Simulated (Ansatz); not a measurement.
# Work function of V(110): what the settings cost and change

How far do cutoff, k-mesh and smearing move the work function of V(110)?

Program: Ansatz 0.2.0. Level of theory: plane-wave DFT, PBE, Ansatz PAW. Results are calculated unless marked as measured.

## (1) The structure

The cell holds 7 atoms: 7 V. Cell: a = 2.615 Å, b = 2.615 Å, c = 30.813 Å, α = 90.0°, β = 90.0°, γ = 70.5°. Vacuum lies along c.

Structure file:

```cif
data_structure
_symmetry_space_group_name_H-M 'P 1'
_symmetry_Int_Tables_number 1
_cell_length_a 2.6154
_cell_length_b 2.6154
_cell_length_c 30.8128
_cell_angle_alpha 90.000
_cell_angle_beta 90.000
_cell_angle_gamma 70.529
_cell_volume 198.71
loop_
_atom_site_label
_atom_site_type_symbol
_atom_site_fract_x
_atom_site_fract_y
_atom_site_fract_z
_atom_site_occupancy
V1 V 0.00000 0.00000 0.29209 1
V2 V 0.50000 0.50000 0.36139 1
V3 V 0.00000 0.00000 0.43070 1
V4 V 0.50000 0.50000 0.50000 1
V5 V 0.00000 0.00000 0.56930 1
V6 V 0.50000 0.50000 0.63861 1
V7 V 0.00000 0.00000 0.70791 1
```

## (2) Run, setting cutoff 200 eV

A work function rests on the faint tail of the density, so the SCF threshold is tight. The cutoff is raised first; then mesh and smearing are varied at the default cutoff.

File input.yaml:

```yaml
crystal:
  lattice:
    - [2.1354624792, -1.51, 0.0]
    - [2.1354624792, 1.51, 0.0]
    - [0.0, 0.0, 30.8127748751]
  atoms:
    - { symbol: V, position: [0.0, 0.0, 0.2920866438] }
    - { symbol: V, position: [0.5, 0.5, 0.3613910959] }
    - { symbol: V, position: [0.0, 0.0, 0.4306955479] }
    - { symbol: V, position: [0.5, 0.5, 0.5] }
    - { symbol: V, position: [0.0, 0.0, 0.5693044521] }
    - { symbol: V, position: [0.5, 0.5, 0.6386089041] }
    - { symbol: V, position: [0.0, 0.0, 0.7079133562] }
kpoints:
  mp_grid: { grid: [16, 16, 1] }
hamiltonian:
  xc: pbe
scf:
  occupations: { method: fermi_dirac, width: 0.1 }
  convergence: { dr2_threshold: 1.0e-09 }
efield:
  axis: 3
  dipole_correction: true
  ramp_position: 0.97
  ramp_width: 0.06
basis:
  ecutwfc: "200 eV"
output:
  write_potential: true
  write_density: true
  volumetric_format: npy
  elf: true
```

Run with:

```bash
ansatz run input.yaml --threads 2 --pin off --max-ram 3072MiB --backend cpu --events-out ev --progress --plain --runs-dir out
```

Numbers of over 12 decimals in the logs are rounded to 6 here.

Output:

```text
Warning: basis.ecutwfc = 200 eV is below the records' recommended 420 eV, and the density's cutoff is lower with it unless basis.ecutrho_ratio is high enough to keep the records' density cutoff: compare with a run at a higher cutoff
Warning: basis.ecutrho_ratio 4 (ecutrho = 800 eV, dense FFT grid 15×15×144): the grid does not resolve the core-correction charge of V (measure 0.11 e/Å^2.5); warned from 0.08. The energy and each atom's force then go with where the atoms sit on the grid: [figures from the program's tests cut] If this deck is also warned that a cutoff or its ratio is below what is recommended, mend that before anything below. First try basis.xc_grid, which is 1 on this run (the dense grid itself), where it is not refused (2, then 3). Above 1 the core-correction charge is laid on the exchange–correlation grid, and this warning is never given, whether or not the level is enough: [rest of the remark cut]
Engine: ansatz 0.2.0, aarch64-unknown-linux-gnu
Pseudopotentials: kind: paw
Pseudopotential: V, paw, valence charge 13, recommended cutoff 420 eV (normal), V.paw.azcp
Functional definition: PBE
  parameter kappa = 0.804
  parameter beta = 0.066725
  exchange = pbe_x(kappa = kappa, mu = beta*pi^2/3)
  correlation = pbe_c(beta = beta)
Crystal: 7 atoms, lattice volume = 198.715 Å³
Basis set: ecut = 200 eV, 1245 PW (Γ)
Bands: 55, of which v1, the nominal top of the filled ones, is band 46 counted from 1 (45 counted from 0)
Symmetry: 4 space group operations
k-points: 73 of 256
Non-local potential: V, projectors of the file, l = 0: 3, l = 1: 2, l = 2: 3, l = 3: 1
PAW form: soft (Blöchl's): semilocal exchange-correlation on the pseudo side does not see the compensation charge
PAW one-centre angular grid: V, 590 points (default); XC on 64 Gauss nodes
Initial density: superposition of atomic densities (neutral atoms: chi_scale 0, normalization atom), corrected by the library's trained network
Initial wavefunctions: pseudopotential atomic-orbital guess
Functional: x = pbe(κ = 0.804, μ = 0.219515), c = pbe(β = 0.066725)
SCF iter   1: F=—  HF=-20341.340026 eV  |F-HF|=—  |Δ(HF+E_count)|=         —  Δρ=1.00e-1  dr2=1.76e1  ethr=1.77e-3  p=0.000 e·Å  D=1.12e-13 V/Å  ΔV_dip=-0.00 eV  dr2_dipole=5.97e-7  V_vac-E_F(+/−)=4.21/4.21 eV  ⟨swp⟩=8.3  Hψ=17896  notcnv=0
efield: sawtooth ramp at fractional position 0.9700 (set: `efield.ramp_position`, or a place that a band, a saddle search or an elastic batch's reference lends), width 0.0600; the density the first Hamiltonian is built on has a dipole p = 0.000 e·Å; the dipole correction subtracts the counter field D = 1.12e-13 V/Å, which shifts the + side's vacuum level by -0.00 eV against the − side's; the planar-averaged density in the ramp window peaks in size at 4.3e-5 e/Å³
preconditioner: auto → LDOS  [metal: Δε(μ)=0.005 eV  Ē_g=3.093 eV  σ=0.100 eV  W_gap=0.01  n_scr=22 (ndim 8)  ℏωp=15.6 eV  f_vac=0.467  D(μ)=11.32/eV (n_scr^D=132)  β→1.0]
SCF iter   2: F=—  HF=-20340.644168 eV  |F-HF|=—  |Δ(HF+E_count)|=   6.96e-1  Δρ=1.14e-1  dr2=2.10e1  ethr=1.77e-3  p=0.000 e·Å  D=2.52e-5 V/Å  ΔV_dip=-0.00 eV  dr2_dipole=2.97e-6  V_vac-E_F(+/−)=5.74/5.75 eV  ⟨swp⟩=5.5  Hψ=28729  notcnv=0
automatic band count: the SCF goes on with 64 bands, as 55 were too few: the levels above may hold too much charge
SCF iter   3: F=—  HF=-20334.704822 eV  |F-HF|=—  |Δ(HF+E_count)|=    5.94e0  Δρ=7.33e-3  dr2=5.21e-1  ethr=1.77e-3  p=-0.000 e·Å  D=-6.17e-6 V/Å  ΔV_dip=0.00 eV  dr2_dipole=1.82e-7  V_vac-E_F(+/−)=5.25/5.26 eV  ⟨swp⟩=3.0  Hψ=11884  notcnv=0
SCF iter   4: F=—  HF=-20334.677626 eV  |F-HF|=—  |Δ(HF+E_count)|=   2.72e-2  Δρ=3.95e-3  dr2=6.49e-2  ethr=5.72e-4  p=-0.000 e·Å  D=-8.13e-6 V/Å  ΔV_dip=0.00 eV  dr2_dipole=2.67e-8  V_vac-E_F(+/−)=5.06/5.06 eV  ⟨swp⟩=1.9  Hψ=5860  notcnv=0
SCF iter   5: F=—  HF=-20334.671660 eV  |F-HF|=—  |Δ(HF+E_count)|=   5.97e-3  Δρ=8.12e-4  dr2=3.73e-3  ethr=7.14e-5  p=-0.000 e·Å  D=-5.66e-6 V/Å  ΔV_dip=0.00 eV  dr2_dipole=2.63e-8  V_vac-E_F(+/−)=5.07/5.08 eV  ⟨swp⟩=2.0  Hψ=5961  notcnv=0
SCF iter   6: F=—  HF=-20334.671995 eV  |F-HF|=—  |Δ(HF+E_count)|=   3.35e-4  Δρ=3.56e-4  dr2=4.44e-4  ethr=4.10e-6  p=-0.000 e·Å  D=-2.15e-6 V/Å  ΔV_dip=0.00 eV  dr2_dipole=2.05e-9  V_vac-E_F(+/−)=5.03/5.04 eV  ⟨swp⟩=2.3  Hψ=6252  notcnv=0
SCF iter   7: F=—  HF=-20334.672017 eV  |F-HF|=—  |Δ(HF+E_count)|=   2.21e-5  Δρ=1.42e-4  dr2=1.53e-4  ethr=4.88e-7  p=-0.000 e·Å  D=-3.12e-7 V/Å  ΔV_dip=0.00 eV  dr2_dipole=1.54e-10  V_vac-E_F(+/−)=5.01/5.01 eV  ⟨swp⟩=3.2  Hψ=7853  notcnv=0
SCF iter   8: F=—  HF=-20334.672001 eV  |F-HF|=—  |Δ(HF+E_count)|=   1.58e-5  Δρ=4.36e-5  dr2=1.89e-5  ethr=1.68e-7  p=0.000 e·Å  D=1.16e-7 V/Å  ΔV_dip=-0.00 eV  dr2_dipole=4.80e-12  V_vac-E_F(+/−)=5.00/5.00 eV  ⟨swp⟩=2.0  Hψ=6084  notcnv=0
SCF iter   9: F=—  HF=-20334.672008 eV  |F-HF|=—  |Δ(HF+E_count)|=   6.33e-6  Δρ=2.08e-5  dr2=1.48e-6  ethr=2.08e-8  p=-0.000 e·Å  D=-2.87e-8 V/Å  ΔV_dip=0.00 eV  dr2_dipole=2.25e-11  V_vac-E_F(+/−)=4.99/4.99 eV  ⟨swp⟩=2.1  Hψ=6299  notcnv=0
SCF iter  10: F=—  HF=-20334.672007 eV  |F-HF|=—  |Δ(HF+E_count)|=   9.40e-7  Δρ=7.94e-6  dr2=2.40e-7  ethr=1.63e-9  p=0.000 e·Å  D=9.72e-10 V/Å  ΔV_dip=-0.00 eV  dr2_dipole=7.60e-12  V_vac-E_F(+/−)=4.99/4.99 eV  ⟨swp⟩=2.8  Hψ=7691  notcnv=0
SCF iter  11: F=—  HF=-20334.672007 eV  |F-HF|=—  |Δ(HF+E_count)|=   1.26e-7  Δρ=2.34e-6  dr2=2.63e-8  ethr=2.64e-10  p=0.000 e·Å  D=1.45e-8 V/Å  ΔV_dip=-0.00 eV  dr2_dipole=1.62e-13  V_vac-E_F(+/−)=4.99/4.99 eV  ⟨swp⟩=2.1  Hψ=6368  notcnv=0
SCF iter  12: F=—  HF=-20334.672007 eV  |F-HF|=—  |Δ(HF+E_count)|=   2.59e-8  Δρ=9.36e-7  dr2=2.44e-9  ethr=2.89e-11  p=0.000 e·Å  D=5.31e-9 V/Å  ΔV_dip=-0.00 eV  dr2_dipole=1.01e-13  V_vac-E_F(+/−)=4.99/4.99 eV  ⟨swp⟩=2.5  Hψ=7999  notcnv=0
SCF iter  13: F=-20334.672007 eV  HF=-20334.672007 eV  |F-HF|=9.28e-10  |Δ(HF+E_count)|=   2.54e-9  Δρ=3.33e-7  dr2=4.66e-10  ethr=1.10e-12  p=0.000 e·Å  D=5.27e-9 V/Å  ΔV_dip=-0.00 eV  dr2_dipole=1.63e-13  V_vac-E_F(+/−)=4.99/4.99 eV  ⟨swp⟩=5.1  Hψ=12330  notcnv=0
WARN: efield: at this solve's end the planar-averaged density reaches 1.20e-4 e/Å³ inside the ramp window [0.9375, 0.0625] (bound 1e-5 e/Å³); by the running means of the window's planes the mean density over a ramp is at most 7.92e-5 e/Å³, which is held to the bound (the quickstart, § The vacuum guard, A window that rings); the window's nearer edge stands 7.08 Å from this solve's nearest atom along the axis. Its work [...]
SCF 1 converged in 13 iterations: F = -20334.672007 eV  dr2 = 4.66e-10
  greatest PAW one-centre occupation: 1.062 electrons in one spin orbital (limit 2), on the V atom at site 0 (counted from 0), in its partial waves of l = 1
WARN: The output density's exchange-correlation potential varies sharply where the density is thin. Do not read a vacuum level from v_tot or v_xc, or from such a field of the output density. On a cell that repeats whose density bears no net charge and no dipole along the vacuum's axis use v_es (v_loc + v_h of the components); under efield.dipole_correction with no amplitude use v_es + v_field, which holds any externa [...]
SCF converged after 13 iterations
Free energy (F): -20334.672007 eV
Harris-Foulkes:  -20334.672007 eV  (|F-HF|=9.28e-10)
Internal energy: -20334.245573 eV  (E = F + TS)
E sigma→0 (E₀):  -20334.458790 eV
Entropy (-TS):   -0.426434 eV (-60.919 meV/atom)
Fermi energy:    5.417479 eV
Dipole field:    D = -0.000001 V/Å  (p = -0.000001 e·Å, saw-weighted, corrected)
Work function:   Φ+ = 4.9857 eV (in doubt: plateau slope 2.4e-2 eV/Å)   Φ− = 4.9897 eV (in doubt: plateau slope 2.2e-2 eV/Å)
Levels:          The Fermi level and band energies are counted from a zero that moves with the ramp; work functions are not
Vacuum region:   at the solve's end the planar-averaged density reaches 1.20e-4 e/Å³ inside the ramp window [0.9375, 0.0625] (bound 1e-5 e/Å³); by the running means of the window's planes the mean density over a ramp is at most 7.92e-5 e/Å³, which is held to the bound (the quickstart, § The vacuum guard, A window that rings)
--- Per-component energies (eV) ---
  E_band       = -2120.529210
  E_kinetic    = 2423.135363
  E_local      = -166566.439036  (includes V_loc(G=0)·N_el)
  E_nonlocal   = -284.973468
  E_hartree    = 82487.478665
  E_xc         = -919.175062
  E_vxc        = -1165.631482  (∫ρ·V_xc dr)
  E_paw        = -7822.420925  (= ΣΔE_a)
  E_vpaw       = -1501.610547  (= ΣTr[D̂ρ^β])
  E_aug_tail   = 0.028375  (compensation charges beyond the density's cutoff)
  E_efield     = 0.000000  (sawtooth field / dipole correction)
  E_vefield    = 0.000000  (∫n·V_field dr)
  E_ewald      = 70348.120515
  E_smearing   = -0.426434  (= −TS)
  E_closure    = -0.000000  (closes the sum)
  Σ components = -20334.672007   (vs F -20334.672007, Δ=0.00e0)
--- Band table (eV; the first three rows and the last of 73) ---
  k-point 0: bands = [... 42 lower, 5.3688, 5.4805, 5.6447, 5.6726, 5.7810, 5.7934, 5.9441, 6.3625, ... 14 higher]
  k-point 1: bands = [... 42 lower, 5.4230, 5.5199, 5.5884, 5.7138, 5.7921, 5.9971, 6.0962, 6.1499, ... 14 higher]
  k-point 2: bands = [... 42 lower, 5.2926, 5.3476, 5.4523, 5.6063, 5.6722, 5.7418, 6.0606, 6.1252, ... 14 higher]
  k-point 72: bands = [... 42 lower, 5.1506, 5.8711, 5.9138, 6.3973, 6.5338, 6.7099, 6.8185, 7.0361, ... 14 higher]
```

Elapsed: 64 s, on 2 threads of Arm Neoverse N1, shared host; peak memory 0.56 GiB; 2 min of CPU time.

This step gave:

| Item | Value |
| --- | --- |
| energy at zero smearing | -20334.4588 eV |
| work function, upper face | 4.986 eV |

Running mean over 2.135 Å of the planar mean; the ramp of the sawtooth is left out. Electron's electrostatic potential energy less the Fermi level against z:

```
z (Å)  electron's electrostatic potential energy less the Fermi level (eV)
  3.5                                                                 4.93
  4.0                                                                 4.90
  4.5                                                                 4.88
  5.0                                                                 4.83
  5.5                                                                 4.77
  6.0                                                                 4.64
  6.5                                                                 4.32
  7.0                                                                 3.45
  7.5                                                                0.975
  8.0                                                                -2.94
  8.5                                                                -6.40
  9.0                                                                -7.75
  9.5                                                                -7.76
 10.0                                                                -7.68
 10.5                                                                -7.67
 11.0                                                                -7.67
 11.5                                                                -7.67
 12.0                                                                -7.67
 12.5                                                                -7.66
 13.0                                                                -7.66
 13.5                                                                -7.66
 14.0                                                                -7.67
 14.5                                                                -7.67
 15.0                                                                -7.67
 15.5                                                                -7.67
 16.0                                                                -7.67
 16.5                                                                -7.67
 17.0                                                                -7.67
 17.5                                                                -7.66
 18.0                                                                -7.66
 18.5                                                                -7.66
 19.0                                                                -7.67
 19.5                                                                -7.67
 20.0                                                                -7.67
 20.5                                                                -7.67
 21.0                                                                -7.70
 21.5                                                                -7.80
 22.0                                                                -7.51
 22.5                                                                -5.29
 23.0                                                                -1.44
 23.5                                                                 2.15
 24.0                                                                 3.89
 24.5                                                                 4.47
 25.0                                                                 4.70
 25.5                                                                 4.80
 26.0                                                                 4.85
 26.5                                                                 4.89
 27.0                                                                 4.91
 27.5                                                                 4.94
```

ELF in the ca plane at fractional y = 0.000, with atoms of V within 0.2 Å of it. It is the smooth field of the valence electrons, not physical close to the nuclei.

Ten even steps from '0' (0.00) to '9' (0.75), each cell a mean:
```
54552599943554542799823555633899710000000000
43452278523543542478424544542587301000000000
43454223235533454223245433553232121000000000
43456533355543455433456533455433432100000000
43455322245533455322255433454222231100000000
43453245324543452255225533552365211000000000
54552499833554541699624544642799510000000000
54552699942555542899833555634999710000000000
```
Columns run along c (16.0 Å, from fractional 0.35 to 0.87 of the cell), rows up along a (2.6 Å). Atoms in or near the plane, at fractional coordinates: V at (0.43, 0.00), V at (0.57, 0.00), V at (0.71, 0.00).

Electrostatic potential energy in the ca plane at fractional y = 0.000, with atoms of V within 0.2 Å of it. With pseudopotentials it is smooth inside the atoms' cores, unlike the true potential.

Values in eV, 5 rows by 16 columns, each cell a mean:
```
  6   0 -24 -10   6   5 -21 -17   6   6 -14 -23   3  10  10  10
  4   5  -9   2   5   5  -5  -3   5   5  -1  -7   7  10  10  10
  4   6   3   6   4   6   4   4   5   5   5   3   8  10  10  10
  5   4 -17  -2   5   5 -12  -9   5   5  -6 -15   6  10  10  10
  7  -1 -23 -12   6   5 -21 -18   6   6 -16 -23   2  10  10  10
```
Columns run along c (16.0 Å, from fractional 0.35 to 0.87 of the cell; values clipped at the 3rd and 97th percentile), rows up along a (2.6 Å). Atoms in or near the plane, at fractional coordinates: V at (0.43, 0.00), V at (0.57, 0.00), V at (0.71, 0.00).

Valence density in the ca plane at fractional y = 0.000, with atoms of V within 0.2 Å of it. It is the smooth field of the valence electrons, not physical close to the nuclei.

Values in units of 1e0 e/Å³, 5 rows by 16 columns, each cell a mean:
```
0.2 0.4 6.8 1.5 0.2 0.3 4.9 3.6 0.2 0.2 2.6 5.9 0.1 0.0 0.0 0.0
0.2 0.3 0.8 0.3 0.2 0.2 0.7 0.5 0.2 0.2 0.5 0.7 0.1 0.0 0.0 0.0
0.2 0.2 0.3 0.2 0.2 0.2 0.3 0.3 0.2 0.2 0.3 0.2 0.1 0.0 0.0 0.0
0.2 0.3 1.9 0.5 0.2 0.2 1.4 1.1 0.2 0.2 0.8 1.7 0.1 0.0 0.0 0.0
0.2 0.5 9.4 2.1 0.2 0.3 6.8 4.9 0.2 0.2 3.6 8.1 0.2 0.0 0.0 0.0
```
Columns run along c (16.0 Å, from fractional 0.35 to 0.87 of the cell), rows up along a (2.6 Å). Atoms in or near the plane, at fractional coordinates: V at (0.43, 0.00), V at (0.57, 0.00), V at (0.71, 0.00).

The work function is 4.986 eV. The program marks this work function as in doubt.

## (3) Run

input.yaml: that of step 2 with these lines changed.

```diff
@@ -26,3 +26,3 @@
 basis:
-  ecutwfc: "200 eV"
+  ecutwfc: "300 eV"
 output:
@@ -31,2 +31 @@
   volumetric_format: npy
-  elf: true
```

Output:

```text
[...]
Crystal: 7 atoms, lattice volume = 198.715 Å³
Basis set: ecut = 300 eV, 2369 PW (Γ)
Bands: 55, of which v1, the nominal top of the filled ones, is band 46 counted from 1 (45 counted from 0)
Symmetry: 4 space group operations
k-points: 73 of 256
[...]
k-point 0: bands = [... 42 lower, 5.5729, 5.5847, 5.6694, 5.7571, 5.7955, 5.8463, 5.9734, 6.2570, ... 5 higher]
  k-point 1: bands = [... 42 lower, 5.5071, 5.5596, 5.5923, 5.7014, 5.7830, 5.8842, 6.0063, 6.0737, ... 5 higher]
  k-point 2: bands = [... 42 lower, 5.3070, 5.3820, 5.4888, 5.6634, 5.6661, 5.6910, 5.9858, 6.0579, ... 5 higher]
  k-point 72: bands = [... 42 lower, 5.4608, 5.8531, 6.2599, 6.9640, 7.0074, 7.0967, 7.1747, 7.2856, ... 5 higher]
[key lines of the parts left out:]
SCF converged after 11 iterations
Free energy (F): -20383.824351 eV
Fermi energy:    5.506418 eV
Dipole field:    D = -0.000000 V/Å  (p = -0.000000 e·Å, saw-weighted, corrected)
Work function:   Φ+ = 4.7716 eV   Φ− = 4.7717 eV
```

Wall time 92 s (2 threads); peak memory 0.7 GiB.

The work function is 4.772 eV, -0.214 eV from the run “cutoff 200 eV”, at 1.4 times its CPU time.

## (4) Run

input.yaml: that of step 3 with these lines changed.

```diff
@@ -26,3 +26,3 @@
 basis:
-  ecutwfc: "300 eV"
+  ecutwfc: "420 eV"
 output:
```

Output:

```text
[...]
Crystal: 7 atoms, lattice volume = 198.715 Å³
Basis set: ecut = 420 eV, 3845 PW (Γ)
Bands: 55, of which v1, the nominal top of the filled ones, is band 46 counted from 1 (45 counted from 0)
Symmetry: 4 space group operations
k-points: 73 of 256
[...]
k-point 0: bands = [... 42 lower, 5.5946, 5.6043, 5.6740, 5.7733, 5.8227, 5.8700, 5.9992, 6.2341, ... 5 higher]
  k-point 1: bands = [... 42 lower, 5.5230, 5.5607, 5.6068, 5.7151, 5.7984, 5.8993, 6.0211, 6.0549, ... 5 higher]
  k-point 2: bands = [... 42 lower, 5.3121, 5.4009, 5.5058, 5.6806, 5.6823, 5.6850, 5.9702, 6.0735, ... 5 higher]
  k-point 72: bands = [... 42 lower, 5.4758, 5.8446, 6.2646, 6.9867, 7.0147, 7.0902, 7.1696, 7.3118, ... 5 higher]
[key lines of the parts left out:]
SCF converged after 12 iterations
Free energy (F): -20385.013058 eV
Fermi energy:    5.514492 eV
Dipole field:    D = -0.000000 V/Å  (p = -0.000000 e·Å, saw-weighted, corrected)
Work function:   Φ+ = 4.7750 eV   Φ− = 4.7750 eV
```

Elapsed: 2.2 min, on 2 threads; peak memory 0.98 GiB.

The work function is 4.775 eV, -0.211 eV from the run “cutoff 200 eV”, at 2.0 times its CPU time.

(Part 1 of 2 ends here.)

[Logs are printed without paths, hosts, clocks, repeated set-up lines and the standing remarks that a program may print on its own settings, such as how far it seeks lower states.]

[Hosts, paths, dates, database ids (printed as entryN), source tags and the programs' standing remarks are cut or masked in the printed files.]

[Maps of the electrostatic potential energy from Ansatz leave out the sawtooth potential of an applied field or a dipole correction, so their vacuum need not be flat; planar profiles and work functions include it.]
